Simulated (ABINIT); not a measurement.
# Excitons of Cs2AgSbBr6 (Fm-3m): kernels and approximations

Aim: the absorption spectrum of Cs2AgSbBr6 (Fm-3m) with electron-hole interaction, and what each part of the kernel does.

Method: PBEsol and many-body steps on it, plane waves, in ABINIT 10.8.3.

### 1. Set-up

The structure is cubic, space group Fm-3m (No. 225). The conventional cell has a = 11.379 Å, b = 11.379 Å, c = 11.379 Å, α = 90.00°, β = 90.00°, γ = 90.00°. Nearest to Cs lie 12 Br at 4.02 Å. Nearest to Ag lie 6 Br at 2.86 Å. Sb has 6 Br at 2.83 Å nearest. Br has 1 Sb at 2.83 Å and 1 Ag at 2.86 Å and 4 Cs at 4.02 Å nearest. Farther neighbours and most contacts between anions are not listed.

The cell and positions are those that the Materials Project relaxed with its own functionals (PBE, PBE+U or r2SCAN), kept fixed. Spin-orbit coupling is left out unless a step names it.

### 2. Empty states on the mesh, 2×2×2 mesh, 250 bands

This step: ABINIT 10.8.3; DFT, PBEsol, plane waves, norm-conserving pseudopotentials.

The sums over transitions need many empty states on a uniform mesh; this step solves for them.

The input, run.abi:

```
acell 3*1.0 Angstrom
rprim 
  0.000000000000 5.689253000000 5.689253000000
  5.689253000000 0.000000000000 5.689253000000
  5.689253000000 5.689253000000 0.000000000000
ntypat 4
znucl 55 47 51 35
natom 10
typat 1 1 2 3 4 4 4 4 4 4
xred 
  0.750000000000 0.750000000000 0.750000000000
  0.250000000000 0.250000000000 0.250000000000
  0.500000000000 0.500000000000 0.500000000000
  0.000000000000 0.000000000000 0.000000000000
  0.751554000000 0.248446000000 0.248446000000
  0.248446000000 0.248446000000 0.751554000000
  0.248446000000 0.751554000000 0.751554000000
  0.248446000000 0.751554000000 0.248446000000
  0.751554000000 0.248446000000 0.751554000000
  0.751554000000 0.751554000000 0.248446000000
pp_dirpath "pseudos"
pseudos "Cs.upf, Ag.upf, Sb.upf, Br.upf"
ecut 40
ngkpt 2 2 2
nshiftk 1
shiftk 0 0 0
kptopt 1
chksymbreak 0
iscf -2
irdden 1
istwfk *1
nband 250
nbdbuf 22
tolwfr 1e-09
nstep 60
prtvol 0
indata_prefix "in"
outdata_prefix "out"
tmpdata_prefix "tmp"
```

Launch:

```bash
> OMP_NUM_THREADS=1 mpirun -n 3 abinit run.abi > log
```

Numbers of over 12 decimals in the logs are rounded to 6 here.

The program printed:

```text
.Version 10.8.3 of ABINIT. v10.8.2 released Aug 2026.

 Symmetries : space group Fm -3 m (#225); Bravais cF (face-center cubic)
[... echo of the input left out ...]
== DATASET  1 ==================================================================
-   mpi_nproc: 3, omp_nthreads: 1 (-1 if OMP is not activated)

--- !DatasetInfo
iteration_state: {dtset: 1, }
dimensions: {natom: 10, nkpt: 3, mband: 250, nsppol: 1, nspinor: 1, nspden: 1, mpw: 30155, }
cutoff_energies: {ecut:  40.0, pawecutdg:  -1.0, }
[...]
1.11108    1.11673    1.11673    1.11673    1.14479    1.14479    1.14480    1.15128
   1.15129    1.15142    1.15483    1.15485    1.15492    1.15721    1.15729    1.17767
   1.18023    1.18255
 prteigrs : prtvol=0 or 1, do not print more k-points.

== END DATASET(S) ==============================================================
================================================================================

 -outvars: echo values of variables after computation  --------
            nband         250
             nkpt           3
          spgroup         225
 [... the other variables as echoed above ...]

 Calculation completed.
```

Wall time 8.8 min (3 MPI ranks of Arm Neoverse V2, shared host); peak memory 0.92 GiB.

This step gave:

* gap: 0.8123 eV
* k of the valence top: 0.5, 0.5, 0
* k of the conduction bottom: 0.5, 0, 0
* least direct gap: 1.981 eV
* k points computed: 3
* lowest point of the top converged band, above the valence top: 27.47 eV

On this mesh the gap is 0.812 eV.

The density comes from a self-consistent run that is not shown.

### 3. Screening, 2×2×2 mesh, 228 bands, screening to 81.6 eV

The RPA dielectric matrix is built and inverted for each q.

This step: RPA screening on PBEsol, plane waves, norm-conserving pseudopotentials.

run.abi, as its differences from that of step 2:

```diff
@@ -28,10 +28,11 @@
 chksymbreak 0
-iscf -2
-irdden 1
 istwfk *1
-nband 250
-nbdbuf 22
-tolwfr 1e-09
-nstep 60
-prtvol 0
+occopt 1
+irdwfk 1
+optdriver 3
+nband 228
+ecuteps 3
+inclvkb 2
+awtr 1
+symchi 1
 indata_prefix "in"
```

Launch:

```bash
> OMP_NUM_THREADS=1 mpirun -n 4 abinit run.abi > log
```

The program printed:

```text
.Version 10.8.3 of ABINIT. v10.8.2 released Aug 2026.

 Symmetries : space group Fm -3 m (#225); Bravais cF (face-center cubic)
[... echo of the input left out ...]
== DATASET  1 ==================================================================
-   mpi_nproc: 4, omp_nthreads: 1 (-1 if OMP is not activated)

--- !DatasetInfo
iteration_state: {dtset: 1, }
dimensions: {natom: 10, nkpt: 3, mband: 228, nsppol: 1, nspinor: 1, nspden: 1, mpw: 30155, }
cutoff_energies: {ecut:  40.0, pawecutdg:  -1.0, }
[...]
--------------------------------------------------------------------------------
[... chi0 elements left out ...]
 For q-point:  0.000010 0.000020 0.000030
  dielectric constant =   6.6128
  dielectric constant without local fields =   7.7956

  Average fulfillment of the sum rule on Im[epsilon] for q-point    1 :     34.61  [%]
[... wings left out ...]
  q-point number  2        q = ( 0.500000, 0.000000, 0.000000) [r.l.u.]
--------------------------------------------------------------------------------
[... chi0 elements left out ...]
  Average fulfillment of the sum rule on Im[epsilon] for q-point    2 :     38.20  [%]

 [... 1 further q-points ...]
```

Run time: 8.1 min. Hardware: 4 MPI ranks; peak memory 8.4 GiB; 32 min of CPU time.

This step gave:

```
ε∞ with local fields, on this mesh, along the program's q direction : 6.613
the same without local fields                                       : 7.796
plasma frequency                                                    : 24.63 eV
plane waves in the screening matrix                                 : 609
```

Local fields lower ε∞ by 15 %. On a Γ-centred mesh this coarse the value itself is usually too large, while a short band sum pulls it down.

### 4. Self-energy, 2×2×2 mesh, 228 bands, screening to 81.6 eV

The self-energy is evaluated for the states that the input lists, and the levels follow from it, in one-shot runs by the linearised quasiparticle equation.

This step: G0W0 on PBEsol, plane waves, norm-conserving pseudopotentials.

run.abi, as its differences from that of step 3:

```diff
@@ -31,8 +31,19 @@
 irdwfk 1
-optdriver 3
+optdriver 4
 nband 228
+gwcalctyp 0
+ecutsigx 40
+symsigma 1
+nkptgw 3
+kptgw 
+  0.5000000000 0.5000000000 0.0000000000
+  0.5000000000 0.0000000000 0.0000000000
+  0.0000000000 0.0000000000 0.0000000000
+bdgw 
+  80 83
+  79 84
+  80 84
 ecuteps 3
-inclvkb 2
-awtr 1
-symchi 1
+irdscr 1
+ppmodel 1
 indata_prefix "in"
```

The program printed:

```text
.Version 10.8.3 of ABINIT. v10.8.2 released Aug 2026.

 Symmetries : space group Fm -3 m (#225); Bravais cF (face-center cubic)
[... echo of the input left out ...]
== DATASET  1 ==================================================================
-   mpi_nproc: 4, omp_nthreads: 1 (-1 if OMP is not activated)

--- !DatasetInfo
iteration_state: {dtset: 1, }
dimensions: {natom: 10, nkpt: 3, mband: 228, nsppol: 1, nspinor: 1, nspden: 1, mpw: 30155, }
cutoff_energies: {ecut:  40.0, pawecutdg:  -1.0, }
[...]
Minimum direct gap =   3.6355 [eV], located at k-point      :   0.5000  0.0000  0.0000
   Fundamental gap    =   2.3924 [eV], Top of valence bands at :   0.5000  0.5000  0.0000
                                       Bottom of conduction at :   0.5000  0.0000  0.0000

== END DATASET(S) ==============================================================
================================================================================

 -outvars: echo values of variables after computation  --------
           etotal      0.0000000000E+00
            nband         228
             nkpt           3
          spgroup         225
 [... the other variables as echoed above ...]

 Calculation completed.
```

Run time: 73 s. Hardware: 4 MPI ranks; peak memory 5.8 GiB.

Numbers from this step:

| Item | Value |
| --- | --- |
| G0W0 gap on the points computed | 2.393 eV |
| starting gap on the mesh | 0.8123 eV |
| k of the valence top | 0.5, 0.5, 0 |
| k of the conduction bottom | 0.5, 0, 0 |
| least direct G0W0 gap on the computed points | 3.636 eV |

The gap on the mesh goes from 0.81 eV to 2.39 eV, a correction of +1.58 eV.

The gap opens by 1.581 eV; the next steps shift the empty bands rigidly by 1.581 eV. The least direct G0W0 gap is 3.636 eV, so this shift leaves the direct transitions −0.07 eV off.

### 5. Excitons

Light makes an electron and a hole together. The Bethe-Salpeter equation adds their screened attraction and their exchange, in a window of bands around the gap.

This step: Bethe-Salpeter equation on PBEsol with a scissors shift, plane waves, norm-conserving pseudopotentials.

run.abi, as its differences from that of step 4:

```diff
@@ -31,19 +31,17 @@
 irdwfk 1
-optdriver 4
-nband 228
-gwcalctyp 0
-ecutsigx 40
-symsigma 1
-nkptgw 3
-kptgw 
-  0.5000000000 0.5000000000 0.0000000000
-  0.5000000000 0.0000000000 0.0000000000
-  0.0000000000 0.0000000000 0.0000000000
-bdgw 
-  80 83
-  79 84
-  80 84
+optdriver 99
+bs_calctype 1
+mbpt_sciss 1.581 eV
+bs_loband 60
+nband 95
+bs_exchange_term 1
+bs_coulomb_term 11
+bs_coupling 0
+bs_algorithm 1
+bs_freq_mesh 0 10 0.1 eV
+zcut 0.15 eV
 ecuteps 3
+ecutwfn 20
+inclvkb 2
 irdscr 1
-ppmodel 1
 indata_prefix "in"
```

The program printed:

```text
.Version 10.8.3 of ABINIT. v10.8.2 released Aug 2026.

 Symmetries : space group Fm -3 m (#225); Bravais cF (face-center cubic)
[... echo of the input left out ...]
== DATASET  1 ==================================================================
-   mpi_nproc: 4, omp_nthreads: 1 (-1 if OMP is not activated)

--- !DatasetInfo
iteration_state: {dtset: 1, }
dimensions: {natom: 10, nkpt: 3, mband: 95, nsppol: 1, nspinor: 1, nspden: 1, mpw: 10777, }
cutoff_energies: {ecut:  20.0, pawecutdg:  -1.0, }
electrons: {nelect:   1.62000000E+02, charge:   0.00000000E+00, occopt:   1.00000000E+00, tsmear:   1.00000000E-02, }

 Exciton: Calculation of dielectric properties by solving the Bethe-Salpeter equation
 in frequency domain and reciprocal space on a transitions basis set.
 Based on a program developed by L. Reining, V. Olevano, F. Sottile,
 S. Albrecht, and G. Onida. Incorporated in ABINIT by M. Giantomassi.

.Using double precision arithmetic ; gwpc =  8

[... cell and pseudopotentials left out ...]
--------------------------------------------------------------------------------

 ==== K-mesh for the wavefunctions ====
 Number of points in the irreducible wedge :     3
[... list of points left out ...]
 Together with 48 symmetry operations and time-reversal symmetry
 yields     8 points in the full Brillouin Zone.

 ==== Q-mesh for the screening function ====
 Number of points in the irreducible wedge :     3
[... list of points left out ...]
 Together with 48 symmetry operations and time-reversal symmetry
 yields     8 points in the full Brillouin Zone.

 vcoul_init : cutoff-mode = AUXILIARY_FUNCTION
 q-points for optical limit:   1
     1)      0.000010    0.000020    0.000030
 setmesh: FFT mesh size selected  =    45x   45x   45
          total number of points  =        91125

 ==== Fundamental parameters for the solution of the Bethe-Salpeter equation: ====
 Algorithm: Direct diagonalization.
 Dimension of the v, W matrices,  npweps  = 609
 Cutoff for the wavefunctions,    npwwfn  = 10777
 Number of k-points in the IBZ,   nkibz   = 3
 Highest empty band included,     nband   = 95
 === Spin UP ===
 Number of resonant transitions          2464
 Lowest occupied state                   60
 Highest occupied state                  81
 Lowest unoccupied state                 82
 Highest unoccupied state                95
 Minimum frequency [eV]           Emin    =   0.00
 Maximum frequency [eV]           Emax    =  10.00
 Frequency step [eV]              dE      =   0.10
 Lorentzian broadening [eV]       eta     =   0.15
 RPA L0 with KS energies and KS wavefunctions
 Scissors operator energy [eV] =          1.58
 Local fields effects (v term) included
 Excitonic effects (W term) included
 Full W_GG' included
 W is read from an external SCR file
 Resonant-only calculation (Hermitian case)

 Calculating epsilon_Macro(q-->0,w), along the following directions:
 q = (  1.975803  0.000000  0.000000) [r.l.u.]
 q = (  0.000000  1.975803  0.000000) [r.l.u.]
 q = (  0.000000  0.000000  1.975803) [r.l.u.]
 q = (  0.000000  1.711095  1.711095) [r.l.u.]
 q = (  1.711095  0.000000  1.711095) [r.l.u.]
 q = (  1.711095  1.711095  0.000000) [r.l.u.]
 Number of electrons calculated from density =  161.3302; Expected =  162.0000
 average of density, n =  0.064912
 r_s =    1.5436
 omega_plasma =   24.5763 [eV]

. Writing resonant excitonic Hamiltonian on file out_BSR; file size=   0.05 [Gb].
 Direct diagonalization of the resonant excitonic Hamiltonian, Matrix size= 2464
. Using LAPACK sequential version.
 Excitonic eigenvalues in eV up to n=   32
   3.18241   3.18326   3.18355   3.25959   3.26049   3.27438   3.30462   3.30546
   3.30626   3.42577   3.42828   3.42889   3.46187   3.46535   3.46676   3.48031
   3.48242   3.48494   3.51402   3.51428   3.53298   3.53914   3.55839   3.57282
   3.57840   3.57960   3.58037   3.59416   3.59783   3.60195   3.60236   3.64961

 First excitonic eigenvalue=    3.18 [eV]
 Last  excitonic eigenvalue=   12.85 [eV]

 GW  direct gap       3.56  0.00 [eV]
 EXC direct gap       3.18  0.00 [eV]
 EXC binding energy   0.38  0.00 [eV]

 Excitonic eigenvalues up to the GW energy gap [eV]
  1 (  3.18  0.00)
  2 (  3.18  0.00)
  3 (  3.18  0.00)
  4 (  3.26  0.00)
  5 (  3.26  0.00)
  6 (  3.27  0.00)
[...]
21 (  3.53  0.00)
 22 (  3.54  0.00)
 23 (  3.56  0.00)

 Macroscopic dielectric function:
 omega [eV] <KS_RPA_nlf>  <GW_RPA_nlf>  <BSE>
   0.0000   6.8113   0.0000   4.8058   0.0000   5.1681   0.0000
   0.1000   6.8190   0.0236   4.8076   0.0055   5.1706   0.0076
   0.2000   6.8424   0.0477   4.8131   0.0110   5.1782   0.0152
   0.3000   6.8818   0.0728   4.8223   0.0166   5.1908   0.0230
   0.4000   6.9381   0.0996   4.8352   0.0224   5.2087   0.0310
   0.5000   7.0127   0.1286   4.8520   0.0282   5.2319   0.0393
   0.6000   7.1071   0.1609   4.8727   0.0343   5.2608   0.0479
   0.7000   7.2238   0.1975   4.8976   0.0407   5.2955   0.0571
   0.8000   7.3658   0.2399   4.9267   0.0473   5.3364   0.0667
   0.9000   7.5374   0.2902   4.9604   0.0544   5.3840   0.0771

 Writing KS-RPA macroscopic dielectric function without local fields to file: out_RPA_NLF_MDF
 Writing GW-RPA macroscopic dielectric function without local fields to file: out_GW_NLF_MDF
 Writing EXC Macroscopic dielectric function to file: out_EXC_MDF

== END DATASET(S) ==============================================================
================================================================================

 -outvars: echo values of variables after computation  --------
           etotal      0.0000000000E+00
            nband          95
             nkpt           3
          spgroup         225
 [... the other variables as echoed above ...]

 Calculation completed.
```

Elapsed: 15 min, on 4 MPI ranks; peak memory 2.2 GiB; 59 min of CPU time.

Numbers from this step:

```yaml
direct_gap_of_the_transition_levels: 3.562 eV
transitions_in_the_window: 2464
first_strong_exciton_over_a_fiftieth_of_the_strongest_listed: 3.182 eV
lowest_state: 3.182 eV
binding_of_the_lowest_state_below_the_direct_gap: 0.3796 eV
coulomb_term_of_one_mesh_cell: 0.4314 eV
```

The binding is 0.88 times the screened Coulomb term of one mesh cell (0.43 eV), so it is not shown settled.

The lowest state lies at 3.182 eV, 0.380 eV under the direct gap.

Lines within 3 meV are set at the lowest of them, and the highest group, which the list may cut short, is left out. Lines of the exciton spectrum (strongest = 100):

```csv
position (eV),lines merged,"oscillator strength, relative"
3.182,3,100
3.260,2,0.3
3.274,1,0.0
3.305,3,0.0
3.426,3,0.0
3.462,1,0.1
3.465,2,0.4
```

The ε₂ has structure finer than the step of the table below, so its rows give means over 0.25 eV, whole bins alone (the curve runs from 0 to 10 eV). Peaks (eV: height): BSE 3.200: 11.0, 3.900: 14.8, 7.900: 4.14; no electron-hole interaction 3.600: 8.81, 4.200: 11.5, 4.800: 9.65, 8.400: 3.94; Kohn-Sham, no shift 2.000: 8.92, 2.600: 11.2, 3.300: 9.83, 6.800: 3.94.

Mean over the three Cartesian directions of q; broadening 0.15 eV; transition window only. Limits: finite bands, cutoff and mesh; d shell near the gap, gap tends to lie low; no spin-orbit coupling; coarse k mesh; exciton not shown settled in the k mesh. ε₂ against photon energy; means over each step:

```csv
photon energy (eV),BSE,no electron-hole interaction,"Kohn-Sham, no shift"
0.25,0.0192,0.0138,0.0607
0.50,0.0395,0.0283,0.130
0.75,0.0621,0.0441,0.221
1.00,0.0888,0.0621,0.358
1.25,0.122,0.0833,0.604
1.50,0.166,0.110,1.19
1.75,0.228,0.144,3.43
2.00,0.322,0.190,7.74
2.25,0.481,0.258,9.19
2.50,0.801,0.365,10.4
2.75,1.66,0.555,10.8
3.00,5.29,0.975,8.16
3.25,9.37,2.34,8.88
3.50,8.96,6.79,6.96
3.75,10.8,8.46,4.81
4.00,13.0,10.4,1.95
4.25,6.87,11.0,1.51
4.50,6.21,9.06,1.43
4.75,5.26,8.55,1.49
5.00,2.69,7.59,1.41
5.25,1.40,5.96,1.03
5.50,1.20,2.51,1.22
5.75,1.46,1.56,1.53
6.00,1.87,1.44,2.62
6.25,1.96,1.53,2.60
6.50,1.17,1.42,2.68
6.75,1.32,1.18,3.59
7.00,2.01,1.11,3.80
7.25,3.37,1.41,3.18
7.50,3.49,2.24,2.50
7.75,3.57,2.76,2.73
8.00,3.88,2.53,2.88
8.25,3.29,3.31,2.37
8.50,2.31,3.81,1.83
8.75,1.91,3.49,0.952
9.00,2.32,2.65,0.567
9.25,2.08,2.52,0.460
9.50,1.75,3.00,0.484
9.75,1.38,2.52,0.422
```

(Part 1 of 3 ends here.)

[Paths, hosts, dates, memory and timing lines, banners, echoed tables and standing remarks are left out of the program output.]

[Logs are printed without paths, hosts, clocks, repeated set-up lines and the standing remarks that a program may print on its own settings, such as how far it seeks lower states.]

[Runs of the session that timed out or met a known fault of the program may be left out.]

[Hosts, paths, dates, database ids (printed as entryN), source tags and the programs' standing remarks are cut or masked in the printed files.]

[G0W0 gaps are taken among the corrected bands and points alone; a level outside them can change the order at an edge.]

[Where Ansatz stands beside ABINIT at settings called matched, ABINIT's density can come from a denser mesh and the files from another edition; pairs whose starting gaps differed by over 0.03 eV were left out, so agreement reads better than it is.]
